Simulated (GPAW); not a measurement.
# A 8-layer slab of Ca(100): work function by functional and basis, part 2 of 2

How far do functional and basis move the work function of a 8-layer slab of Ca(100)?

GPAW 26.7.0; GPAW, PAW setups; slab in vacuum, relaxation (the session's first sound run).

So far, upper work function (eV): step 2 (relaxing the atoms, PBE, GPAW) 2.77; step 3 (plane waves, PBE) 2.77; step 4 (self-consistent run: xc = "LDA") 2.89; step 5 (self-consistent run: xc = "RPBE") 2.69; step 6 (self-consistent run: xc = "vdW-DF2", GPAW, PAW setups, GPAW) 2.97.

### Step 7. Self-consistent run: xc = "revPBE"

The same geometry under revPBE, to see how far the functional moves the levels against the vacuum.

File run.py:

```python
import json
import numpy as np
from ase import Atoms
from gpaw import GPAW, PW

slab = Atoms(
    ['Ca', 'Ca', 'Ca', 'Ca', 'Ca', 'Ca', 'Ca', 'Ca'],
    positions=[
        [1.97283, 1.97283, 7.00000],
        [0.00000, 0.00000, 9.79000],
        [1.97283, 1.97283, 12.58000],
        [0.00000, 0.00000, 15.37000],
        [1.97283, 1.97283, 18.17733],
        [0.00000, 0.00000, 20.95562],
        [1.97283, 1.97283, 23.70114],
        [0.00000, 0.00000, 26.35684]],
    cell=[[3.94566, 0.0, 0.0], [0.0, 3.94566, 0.0], [0.0, 0.0, 33.53]],
    pbc=[True, True, False])

slab.calc = GPAW(mode=PW(400), xc='revPBE', kpts={'size': (8, 8, 1), 'gamma': True},
                 occupations={'name': 'fermi-dirac', 'width': 0.1}, nbands='160%',
                 convergence={'density': 1e-05}, maxiter=200,
                 poissonsolver={'dipolelayer': 'xy'},
                 symmetry={'tolerance': 1e-3}, txt='slab.txt')
result = {}
energy = slab.get_potential_energy()
fermi = slab.calc.get_fermi_level()
v = slab.calc.get_electrostatic_potential().mean((0, 1)) - fermi
n = slab.calc.get_pseudo_density().mean((0, 1))
L = slab.cell[2, 2]
z = np.arange(len(v)) * L / len(v)
low, high = slab.positions[:, 2].min(), slab.positions[:, 2].max()
below, above = np.interp([low - 4.8, high + 4.8], z, v)
slopes = [np.interp(x, z, np.gradient(v, z)) for x in (low - 4.8, high + 4.8)]
eps = np.array([[slab.calc.get_eigenvalues(k, s) for k in range(len(slab.calc.get_ibz_k_points()))]
                for s in range(slab.calc.get_number_of_spins())]) - fermi
top, bottom = eps[eps < 0].max(), eps[eps > 0].min()
dipole = slab.get_dipole_moment()[2]
print(f'energy {energy:.4f} eV, Fermi level {fermi:.4f} eV, dipole {dipole:.5f} e A')
print(f'potential 4.8 A off the faces, from the Fermi level: lower {below:.4f} eV, upper {above:.4f} eV')
print(f'slope of the potential there: lower {slopes[0]:.5f}, upper {slopes[1]:.5f} eV/A')
print(f'nearest levels on the mesh: {top:.4f} and {bottom:.4f} eV')
print('magnetic moment', round(slab.get_magnetic_moment(), 3))
result.update(energy=energy, fermi=fermi, dipole=dipole, below=below, above=above, slopes=slopes, edges=[top, bottom],
              z=z.tolist(), v=v.tolist(), n=n.tolist(), positions=slab.positions.tolist(),
              forces=slab.get_forces(apply_constraint=False).tolist(), moments=slab.get_magnetic_moments().tolist())
json.dump(result, open('result.json', 'w'))
```

Run with:

```console
OMP_NUM_THREADS=1 OPENBLAS_NUM_THREADS=1 python run.py
```

Output:

```text
energy -13.9679 eV, Fermi level 1.3366 eV, dipole 0.00182 e A
potential 4.8 A off the faces, from the Fermi level: lower 2.7132 eV, upper 2.6929 eV
slope of the potential there: lower -0.00612, upper 0.00624 eV/A
nearest levels on the mesh: -0.0019 and 0.0022 eV
magnetic moment 0.0
```

Run time: 4.3 min. Hardware: 1 thread of Intel Xeon 6975P-C (Granite Rapids), shared host; peak memory 0.42 GiB.

This step gave:

```
dipole along the normal                    : 0.001821 e·Å
levels nearest the Fermi level on the mesh : -0.001939, 0.002174 eV from the Fermi level
upper work function                        : 2.693 eV
lower work function                        : 2.713 eV
```

The electrostatic potential energy of an electron (without an applied field's), less the Fermi level, planar mean oscillates, so the rows of the table below give means over windows of 2.78 Å about each position, cut where the curve ends. Its maxima inside the range that stand out by 2 % of the span (Å: eV): 8.4: 0.722, 11.2: 0.655, 13.9: 0.647, 16.8: 0.715, 19.6: 0.621, 22.3: 0.536, 25.0: 0.355. Its minima: 7.0: -9.99, 9.7: -9.60, 12.7: -9.37, 15.4: -9.67, 18.1: -9.62, 21.0: -9.68, 23.7: -9.59, 26.4: -9.90.

Table of electrostatic potential energy of an electron (without an applied field's), less the Fermi level, planar mean by z; means over each step:

z (Å), electrostatic potential energy of an electron (without an applied field's), less the Fermi level, planar mean (eV) and a bar from the least value:
```
     1.39       2.71 ##############################
     4.17       2.39 ############################
     6.95      -3.46 
     9.73      -3.23 #
    12.51      -3.25 #
    15.29      -3.27 #
    18.07      -3.26 #
    20.85      -3.26 #
    23.63      -3.27 #
    26.41      -3.48 
    29.19       2.38 ############################
    31.97       2.69 ##############################
```

The upper face's work function is 2.693 eV, against 2.768 eV in the first plane-wave PBE run at this geometry.

### Step 8. OptPBE vdW: xc = "optPBE-vdW"

The same geometry under optPBE-vdW, to see how far the functional moves the levels against the vacuum (the van der Waals functionals take revPBE setups).

Changes to run.py since step 7:

```diff
@@ -19,3 +19,3 @@
 
-slab.calc = GPAW(mode=PW(400), xc='revPBE', kpts={'size': (8, 8, 1), 'gamma': True},
+slab.calc = GPAW(mode=PW(400), xc='optPBE-vdW', kpts={'size': (8, 8, 1), 'gamma': True},
                  occupations={'name': 'fermi-dirac', 'width': 0.1}, nbands='160%',
```

Output:

```text
energy -69.1626 eV, Fermi level 1.1944 eV, dipole 0.00143 e A
potential 4.8 A off the faces, from the Fermi level: lower 2.9171 eV, upper 2.9014 eV
slope of the potential there: lower -0.01105, upper 0.01113 eV/A
nearest levels on the mesh: -0.0006 and 0.0010 eV
magnetic moment 0.0
```

It took 6.8 min on 1 thread; peak memory 0.75 GiB.

This step gave:

| Item | Value |
| --- | --- |
| dipole along the normal | 0.001429 e·Å |
| levels nearest the Fermi level on the mesh | -5.97e-4, 0.001026 eV from the Fermi level |
| upper work function | 2.901 eV |
| lower work function | 2.917 eV |

The upper face's work function is 2.901 eV, against 2.768 eV in the first plane-wave PBE run at this geometry.

### Step 9. Real-space grid: mode = "fd"

A real-space grid is a second complete basis, so it checks the plane-wave result.

Changes to run.py since step 8:

```diff
@@ -3,3 +3,3 @@
 from ase import Atoms
-from gpaw import GPAW, PW
+from gpaw import GPAW
 
@@ -19,3 +19,3 @@
 
-slab.calc = GPAW(mode=PW(400), xc='optPBE-vdW', kpts={'size': (8, 8, 1), 'gamma': True},
+slab.calc = GPAW(mode='fd', h=0.18, xc='PBE', kpts={'size': (8, 8, 1), 'gamma': True},
                  occupations={'name': 'fermi-dirac', 'width': 0.1}, nbands='160%',
```

Output:

```text
energy -15.5348 eV, Fermi level -2.7764 eV, dipole 0.00150 e A
potential 4.8 A off the faces, from the Fermi level: lower 2.7831 eV, upper 2.7654 eV
slope of the potential there: lower -0.00515, upper 0.00528 eV/A
nearest levels on the mesh: -0.0057 and 0.0120 eV
magnetic moment 0.0
```

Wall time 35 min (1 thread); peak memory 1.9 GiB.

This step gave:

| Property | Result |
| --- | --- |
| dipole along the normal | 0.001504 e·Å |
| levels nearest the Fermi level on the mesh | -0.005719, 0.01204 eV from the Fermi level |
| upper work function | 2.765 eV |
| lower work function | 2.783 eV |

The upper face's work function is 2.765 eV, against 2.768 eV in the first plane-wave PBE run at this geometry.

### Step 10. Atomic orbitals: mode = "lcao"

Atom-centred orbitals end a few angstrom from the surface, which tests how much the density's tail matters.

Changes to run.py since step 9:

```diff
@@ -19,4 +19,4 @@
 
-slab.calc = GPAW(mode='fd', h=0.18, xc='PBE', kpts={'size': (8, 8, 1), 'gamma': True},
-                 occupations={'name': 'fermi-dirac', 'width': 0.1}, nbands='160%',
+slab.calc = GPAW(mode='lcao', basis='dzp', h=0.18, xc='PBE', kpts={'size': (8, 8, 1), 'gamma': True},
+                 occupations={'name': 'fermi-dirac', 'width': 0.1}, nbands='120%',
                  convergence={'density': 1e-05}, maxiter=200,
```

Output:

```text
energy -13.6730 eV, Fermi level -2.7513 eV, dipole 0.00165 e A
potential 4.8 A off the faces, from the Fermi level: lower 2.7606 eV, upper 2.7414 eV
slope of the potential there: lower -0.00131, upper 0.00130 eV/A
nearest levels on the mesh: -0.0105 and 0.0022 eV
magnetic moment 0.0
```

The job ended after 26 min (1 thread; peak memory 0.63 GiB).

Numbers from this step:

| Property | Result |
| --- | --- |
| dipole along the normal | 0.001652 e·Å |
| levels nearest the Fermi level on the mesh | -0.01046, 0.002210 eV from the Fermi level |
| upper work function | 2.741 eV |
| lower work function | 2.761 eV |

The electrostatic potential energy of an electron (without an applied field's), less the Fermi level, planar mean oscillates, so the rows of the table below give means over windows of 2.76 Å about each position, cut where the curve ends. Its maxima inside the range that stand out by 2 % of the span (Å: eV): 8.4: 0.777, 11.1: 0.707, 14.0: 0.708, 16.8: 0.774, 19.5: 0.675, 22.3: 0.586, 25.1: 0.404. Its minima: 7.0: -9.91, 9.8: -9.60, 12.7: -9.41, 15.3: -9.61, 18.2: -9.64, 21.0: -9.62, 23.7: -9.53, 26.4: -9.88.

Table of electrostatic potential energy of an electron (without an applied field's), less the Fermi level, planar mean by z; means over each step:

z (Å), electrostatic potential energy of an electron (without an applied field's), less the Fermi level, planar mean (eV) and a bar from the least value:
```
     1.38       2.76 ##############################
     4.14       2.47 #############################
     6.90      -3.42 
     9.66      -3.19 #
    12.42      -3.23 #
    15.18      -3.23 #
    17.94      -3.22 #
    20.70      -3.24 #
    23.46      -3.23 #
    26.22      -3.50 
    28.98       2.31 ############################
    31.74       2.74 ##############################
```

The upper face's work function is 2.741 eV, against 2.768 eV in the first plane-wave PBE run at this geometry.

### Step 11. The ladder

Times are for 1 thread of Intel Xeon 6975P-C (Granite Rapids), shared host. The runs compared:

| no. | run | upper work function (eV) | lower work function (eV) | time | memory (GiB) |
| --- | --- | --- | --- | --- | --- |
| 1 | pw | 2.768 | 2.787 | 4 min | 0.42 |
| 2 | LDA | 2.890 | 2.906 | 4.1 min | 0.42 |
| 3 | RPBE | 2.691 | 2.712 | 3.5 min | 0.42 |
| 4 | vdW DF2 | 2.965 | 2.979 | 7 min | 0.75 |
| 5 | revPBE | 2.693 | 2.713 | 4.3 min | 0.42 |
| 6 | optPBE vdW | 2.901 | 2.917 | 6.8 min | 0.75 |
| 7 | fd | 2.765 | 2.783 | 35 min | 1.9 |
| 8 | lcao | 2.741 | 2.761 | 26 min | 0.63 |

### Step 12. Side by side

Results and costs are gathered.

This step: comparison of work functions, dipole and cost (GPAW 26.7.0).

Ladder, by row:

| step | code | work function, upper (eV) | work function, lower (eV) | dipole (e Å) | wall time (s) | peak memory (GiB) | threads |
| --- | --- | --- | --- | --- | --- | --- | --- |
| pw | GPAW | 2.768 | 2.787 | 0.001666 | 240.7 | 0.42 | 1 |
| LDA | GPAW | 2.89 | 2.906 | 0.001426 | 246.9 | 0.42 | 1 |
| RPBE | GPAW | 2.691 | 2.712 | 0.001919 | 212.9 | 0.42 | 1 |
| vdW-DF2 | GPAW | 2.965 | 2.979 | 0.001289 | 419.5 | 0.75 | 1 |
| revPBE | GPAW | 2.693 | 2.713 | 0.001821 | 257.2 | 0.42 | 1 |
| optPBE-vdW | GPAW | 2.901 | 2.917 | 0.001429 | 409.5 | 0.75 | 1 |
| fd | GPAW | 2.765 | 2.783 | 0.001504 | 2102 | 1.85 | 1 |
| lcao | GPAW | 2.741 | 2.761 | 0.001652 | 1557 | 0.63 | 1 |

### Step 13. A changed run

One more run, with changed settings.

This step: GPAW, PAW setups; slab in vacuum (GPAW 26.7.0).

Changes to run.py since step 10:

```diff
@@ -3,3 +3,3 @@
 from ase import Atoms
-from gpaw import GPAW
+from gpaw import GPAW, PW
 
@@ -19,5 +19,5 @@
 
-slab.calc = GPAW(mode='lcao', basis='dzp', h=0.18, xc='PBE', kpts={'size': (8, 8, 1), 'gamma': True},
-                 occupations={'name': 'fermi-dirac', 'width': 0.1}, nbands='120%',
-                 convergence={'density': 1e-05}, maxiter=200,
+slab.calc = GPAW(mode=PW(100), xc='PBE', kpts={'size': (8, 8, 1), 'gamma': True},
+                 occupations={'name': 'fermi-dirac', 'width': 0.1}, nbands='160%',
+                 convergence={'density': 1e-05}, maxiter=50,
                  poissonsolver={'dipolelayer': 'xy'},
```

Output:

```text
gpaw.KohnShamConvergenceError
```

The job ended after 54 s (1 thread; peak memory 0.16 GiB).

The run stopped without converging, so none of its numbers is a property of the system.

The fault put into the input: a cutoff far too low, under a cap of 50 iterations, which ended the run (ecut = 100).

### Step 14. What came out

- work function, upper and lower face: 2.768 and 2.787 eV
- dipole along the normal: 0.00167 e Å

What this shows: With plane waves and PBE the work function is 2.77 eV on the upper face and 2.79 eV on the lower. The measured value for polycrystalline Ca, which weights the faces of low work function, is 2.87 eV (as compiled in "Anisotropic work function of elemental crystals", 2019, arxiv:1902.07811); the relaxed upper face lies 0.10 eV under it with PBE, and LDA comes nearest (2.89 eV). Measured work functions scatter by a tenth of an eV or more between methods. Over the sound runs of the table the upper face's work function spans 2.691 (RPBE) to 2.965 eV (vdW-DF2). The small printed dipole stands for a step of -19 meV from the lower to the upper face, and the probes find -18 meV; values this small are near the numerical noise of both. The in-plane lattice was kept as typed, which isn't the functional's own and leaves some strain; spin-orbit coupling and temperature are left out.

[Logs are printed without paths, hosts, clocks, repeated set-up lines and the standing remarks that a program may print on its own settings, such as how far it seeks lower states.]

[Hosts, paths, dates, database ids (printed as entryN), source tags and the programs' standing remarks are cut or masked in the printed files.]
